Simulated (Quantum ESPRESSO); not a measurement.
## Collinear magnetic orders of KNi2S2 with Quantum ESPRESSO

Wanted: the moments of KNi2S2 and the energy of each order that was tried.

Main program and level: Quantum ESPRESSO 7.5; LDA with U = 6 eV on Ni d (ortho-atomic projectors); plane waves with GBRV 1.5 LDA potentials, no spin-orbit coupling.

**1. The starting structure**

It takes space group I4/mmm (No. 139, tetragonal). The conventional cell has a = 3.791 Å, b = 3.791 Å, c = 12.829 Å, α = 90.00°, β = 90.00°, γ = 90.00°. Nearest to K lie 8 S at 3.23 Å. Ni has 4 S at 2.36 Å nearest. Nearest to S lie 4 Ni at 2.36 Å and 4 K at 3.23 Å. Farther neighbours and most contacts between anions are not listed.

The cell comes from the Crystallography Open Database.

**2. Run 1, typed as ferro ++**

The signs are those of the starting moments on the seeded atoms, the atoms that are given a moment.

pw.in

```
&CONTROL
  calculation = 'scf'
  prefix = 'pwscf'
  outdir = './tmp'
  pseudo_dir = './pseudo'
  disk_io = 'nowf'
/
&SYSTEM
  ibrav = 0
  nat = 5
  ntyp = 3
  ecutwfc = 40
  ecutrho = 280
  nbnd = 40
  occupations = 'smearing'
  smearing = 'fd'
  degauss = 0.00367493
  nspin = 2
  starting_magnetization(1) = 0
  starting_magnetization(2) = 0.1111
  starting_magnetization(3) = 0
/
&ELECTRONS
  conv_thr = 1d-08
  electron_maxstep = 150
  mixing_beta = 0.3
/
ATOMIC_SPECIES
K      39.0983 k_lda_v1.4.uspp.F.UPF
Ni     58.6934 ni_lda_v1.4.uspp.F.UPF
S      32.0600 s_lda_v1.4.uspp.F.UPF
CELL_PARAMETERS angstrom
  -1.8955000000    1.8955000000    6.4145000000
   1.8955000000   -1.8955000000    6.4145000000
   1.8955000000    1.8955000000   -6.4145000000
ATOMIC_POSITIONS crystal
K       0.0000000000    0.0000000000    0.0000000000
Ni      0.7500000000    0.2500000000    0.5000000000
Ni      0.2500000000    0.7500000000    0.5000000000
S       0.3600000000    0.3600000000    0.0000000000
S       0.6400000000    0.6400000000    0.0000000000
K_POINTS automatic
8 8 8 0 0 0
HUBBARD {ortho-atomic}
U Ni-3d 6.0000
```

The run is started by

```bash
> OMP_NUM_THREADS=1 mpirun -n 4 pw.x -nk 4 -in pw.in > pw.out
```

The program printed:

```text
Program PWSCF v.7.5 starts

     Message from routine setup:
     using ibrav=0 with symmetry is DISCOURAGED, use correct ibrav instead

     K-points division:     npool     =       4
     Subspace diagonalization in iterative solution of the eigenvalue problem:

     G-vector sticks info
     --------------------
     sticks:   dense  smooth     PW     G-vecs:    dense   smooth      PW
     Sum        2715    1565    561                49161    21333    4557

     Using Slab Decomposition

     bravais-lattice index     =            0
     lattice parameter (alat)  =      13.1376  a.u.
     unit-cell volume          =     622.1097 (a.u.)^3
     number of atoms/cell      =            5
     number of atomic types    =            3
     number of electrons       =        57.00
     number of Kohn-Sham states=           40
     kinetic-energy cutoff     =      40.0000  Ry
     charge density cutoff     =     280.0000  Ry
     scf convergence threshold =      1.0E-08
     mixing beta               =       0.3000
     number of iterations used =            8  plain     mixing
     Exchange-correlation=  SLA  PZ   NOGX NOGC
                           (   1   1   0   0   0   0   0)
     Hubbard projectors: ortho-atomic
     Hubbard parameters of DFT+U (Dudarev formulation) in eV:
     U(Ni-3d) =  6.0000

     Internal variables: lda_plus_u =T, lda_plus_u_kind = 0

     Internal variables: orbital_resolved =F, hub_pot_fix =F, apply_U = F

     celldm(1)=  13.137559  celldm(2)=   0.000000  celldm(3)=   0.000000
     celldm(4)=   0.000000  celldm(5)=   0.000000  celldm(6)=   0.000000

     crystal axes: (cart. coord. in units of alat)
               a(1) = (  -0.272652   0.272652   0.922671 )
               a(2) = (   0.272652  -0.272652   0.922671 )
               a(3) = (   0.272652   0.272652  -0.922671 )

     reciprocal axes: (cart. coord. in units 2 pi/alat)
               b(1) = ( -0.000000  1.833842  0.541905 )
               b(2) = (  1.833842 -0.000000  0.541905 )
               b(3) = (  1.833842  1.833842  0.000000 )

     PseudoPot. # 1 for K  read from file:
     k_lda_v1.4.uspp.F.UPF
     Pseudo is Ultrasoft + core correction, Zval =  9.0
     Generated by new atomic code, or converted to UPF format
     Using radial grid of  841 points,  6 beta functions with:
                l(1) =   0
                l(2) =   0
                l(3) =   1
                l(4) =   1
                l(5) =   2
                l(6) =   2
     Q(r) pseudized with  6 coefficients,  rinner =    1.500   1.500   1.500
                                                       1.500   1.500

     PseudoPot. # 2 for Ni read from file:
     ni_lda_v1.4.uspp.F.UPF
     Pseudo is Ultrasoft + core correction, Zval = 18.0
     Generated by new atomic code, or converted to UPF format
     Using radial grid of  865 points,  6 beta functions with:
                l(1) =   0
                l(2) =   0
                l(3) =   1
                l(4) =   1
                l(5) =   2
                l(6) =   2
     Q(r) pseudized with 10 coefficients,  rinner =    0.980   0.980   0.980
                                                       0.980   0.980

     PseudoPot. # 3 for S  read from file:
     s_lda_v1.4.uspp.F.UPF
     Pseudo is Ultrasoft + core correction, Zval =  6.0
     Generated by new atomic code, or converted to UPF format
     Using radial grid of  907 points,  6 beta functions with:
                l(1) =   0
                l(2) =   0
                l(3) =   1
                l(4) =   1
                l(5) =   2
                l(6) =   2
     Q(r) pseudized with  8 coefficients,  rinner =    1.300   1.300   1.300
                                                       1.300   1.300

     atomic species   valence    mass     pseudopotential
     K                 9.00    39.09830     K ( 1.00)
     Ni               18.00    58.69340     Ni( 1.00)
     S                 6.00    32.06000     S ( 1.00)

     Starting magnetic structure
     atomic species   magnetization
     K               0.000
     Ni              0.111
     S               0.000

     16 Sym. Ops., with inversion, found

   Cartesian axes

     site n.     atom                  positions (alat units)
         1        K      tau(   1) = (   0.0000000   0.0000000   0.0000000  )
         2        Ni     tau(   2) = (   0.0000000   0.2726516   0.4613356  )
         3        Ni     tau(   3) = (   0.2726516   0.0000000   0.4613356  )
         4        S      tau(   4) = (   0.0000000  -0.0000000   0.6643233  )
         5        S      tau(   5) = (   0.0000000   0.0000000   1.1810192  )

     number of k points=    59  Fermi-Dirac smearing, width (Ry)=  0.0037
                       cart. coord. in units 2pi/alat
        k(    1) = (   0.0000000   0.0000000   0.0000000), wk =   0.0019531
        k(    2) = (   0.2292303   0.2292303   0.0000000), wk =   0.0078125
        k(    3) = (   0.4584606   0.4584606   0.0000000), wk =   0.0078125
        k(    4) = (   0.6876909   0.6876909   0.0000000), wk =   0.0078125
        k(    5) = (  -0.9169212  -0.9169212   0.0000000), wk =   0.0039062
        [... 54 further k-points ...]

     Dense  grid:    49161 G-vectors     FFT dimensions: (  72,  72,  72)

     Smooth grid:    21333 G-vectors     FFT dimensions: (  54,  54,  54)

     Check: negative core charge=   -0.000007
     Generating pointlists ...
     new r_m :   0.1915 (alat units)  2.5153 (a.u.) for type    1
     new r_m :   0.1402 (alat units)  1.8421 (a.u.) for type    2
     new r_m :   0.1402 (alat units)  1.8421 (a.u.) for type    3

     Initial potential from superposition of free atoms

     starting charge      52.4971, renormalised to      57.0000

     STARTING HUBBARD OCCUPATIONS:

     =================== HUBBARD OCCUPATIONS ===================
     ------------------------ ATOM    2 ------------------------
     Tr[ns(  2)] (up, down, total) =   5.00000  3.00000  8.00000
     Atomic magnetic moment for atom   2 =   2.00000
     [... lines left out ...]
     ------------------------ ATOM    3 ------------------------
     Tr[ns(  3)] (up, down, total) =   5.00000  3.00000  8.00000
     Atomic magnetic moment for atom   3 =   2.00000
     [... lines left out ...]
     Number of occupied Hubbard levels =   16.0000

     Atomic wfc used for Hubbard projectors are orthogonalized

     Starting wfcs are   42 randomized atomic wfcs

     Self-consistent Calculation

     iteration #  1     ecut=    40.00 Ry     beta= 0.30
     Davidson diagonalization with overlap
     ethr =  1.00E-02,  avg # of iterations =  7.6

     =================== HUBBARD OCCUPATIONS ===================
     ------------------------ ATOM    2 ------------------------
     Tr[ns(  2)] (up, down, total) =   1.80633  0.73580  2.54213
     Atomic magnetic moment for atom   2 =   1.07053
     [... lines left out ...]
     ------------------------ ATOM    3 ------------------------
     Tr[ns(  3)] (up, down, total) =   1.80633  0.73580  2.54213
     Atomic magnetic moment for atom   3 =   1.07053
     [... lines left out ...]
     Number of occupied Hubbard levels =    5.0843

     total energy              =    -765.48566670 Ry
     estimated scf accuracy    <      79.50419129 Ry

     total magnetization       =     1.96 Bohr mag/cell
     absolute magnetization    =     2.40 Bohr mag/cell

     iteration #  2     ecut=    40.00 Ry     beta= 0.30
     Davidson diagonalization with overlap
     ethr =  1.00E-02,  avg # of iterations =  4.6

     total energy              =    -788.01764230 Ry
     estimated scf accuracy    <      49.21264907 Ry

     total magnetization       =     0.23 Bohr mag/cell
     absolute magnetization    =     0.27 Bohr mag/cell

     iteration #  3     ecut=    40.00 Ry     beta= 0.30
     Davidson diagonalization with overlap
     ethr =  1.00E-02,  avg # of iterations =  2.2

     total energy              =    -789.52921576 Ry
     estimated scf accuracy    <       8.99799292 Ry

     total magnetization       =     0.63 Bohr mag/cell
     absolute magnetization    =     0.69 Bohr mag/cell

     [... further iterations left out ...]

     iteration # 25     ecut=    40.00 Ry     beta= 0.30
     Davidson diagonalization with overlap
     ethr =  2.12E-08,  avg # of iterations =  2.0

     total energy              =    -791.29156022 Ry
     estimated scf accuracy    <       0.00000013 Ry

     total magnetization       =     2.99 Bohr mag/cell
     absolute magnetization    =     3.10 Bohr mag/cell

     iteration # 26     ecut=    40.00 Ry     beta= 0.30
     Davidson diagonalization with overlap
     ethr =  2.24E-10,  avg # of iterations =  6.2

     total energy              =    -791.29156051 Ry
     estimated scf accuracy    <       0.00000009 Ry

     total magnetization       =     2.99 Bohr mag/cell
     absolute magnetization    =     3.10 Bohr mag/cell

     iteration # 27     ecut=    40.00 Ry     beta= 0.30
     Davidson diagonalization with overlap
     ethr =  1.66E-10,  avg # of iterations =  1.1

     total energy              =    -791.29156050 Ry
     estimated scf accuracy    <       0.00000004 Ry

     total magnetization       =     2.99 Bohr mag/cell
     absolute magnetization    =     3.10 Bohr mag/cell

     iteration # 28     ecut=    40.00 Ry     beta= 0.30
     Davidson diagonalization with overlap
     ethr =  6.25E-11,  avg # of iterations =  1.5

     Magnetic moment per site  (integrated on atomic sphere of radius R)
     atom   1 (R=0.191)  charge=  7.9574  magn=  0.0196
     atom   2 (R=0.140)  charge= 16.4081  magn=  1.0957
     atom   3 (R=0.140)  charge= 16.4081  magn=  1.0957
     atom   4 (R=0.140)  charge=  3.9510  magn=  0.2723
     atom   5 (R=0.140)  charge=  3.9510  magn=  0.2723

     End of self-consistent calculation

     =================== HUBBARD OCCUPATIONS ===================
     ------------------------ ATOM    2 ------------------------
     Tr[ns(  2)] (up, down, total) =   4.87818  3.79924  8.67742
     Atomic magnetic moment for atom   2 =   1.07893
     [... lines left out ...]
     ------------------------ ATOM    3 ------------------------
     Tr[ns(  3)] (up, down, total) =   4.87818  3.79924  8.67742
     Atomic magnetic moment for atom   3 =   1.07893
     [... lines left out ...]
     Number of occupied Hubbard levels =   17.3548

     Number of k-points >= 100: set verbosity='high' to print the bands.

     the Fermi energy is     8.2242 ev

!    total energy              =    -791.29156052 Ry
     estimated scf accuracy    <          3.6E-09 Ry
     smearing contrib. (-TS)   =      -0.00231826 Ry
     internal energy E=F+TS    =    -791.28924226 Ry

     The total energy is F=E-TS. E is the sum of the following terms:
     one-electron contribution =    -744.95679873 Ry
     hartree contribution      =     394.80658647 Ry
     xc contribution           =     -96.06461722 Ry
     ewald contribution        =    -345.49353848 Ry
     Hubbard energy            =       0.41912569 Ry

     total magnetization       =     2.99 Bohr mag/cell
     absolute magnetization    =     3.10 Bohr mag/cell

     convergence has been achieved in  28 iterations

=------------------------------------------------------------------------------=
   JOB DONE.
=------------------------------------------------------------------------------=
```

It took 6.4 min on 4 MPI ranks of Arm Neoverse V2, shared host; peak memory 0.77 GiB.

Spin moment in the atom's sphere by atom:

```csv
atom,spin moment in the atom's sphere (μB)
K1,0.02
Ni2,1.10
Ni3,1.10
S4,0.27
S5,0.27
```

This step gave:

| Item | Value |
| --- | --- |
| smearing term TS | 0.03154 eV |
| magnetization | 2.991 μB |
| absolute magnetization | 3.103 μB |
| final state | ferromagnetic |

(Part 1 of 2 ends here.)

[Logs and program files are shortened in this print: banners, set-up blocks, solver, clock and traceback lines can be left out without a mark of their own.]

[Logs are printed without paths, hosts, clocks, repeated set-up lines and the standing remarks that a program may print on its own settings, such as how far it seeks lower states.]

[Hosts, paths, dates, database ids (printed as entryN), source tags and the programs' standing remarks are cut or masked in the printed files.]

[Where a cell is said to come from a database of computed structures, the database is the Materials Project.]
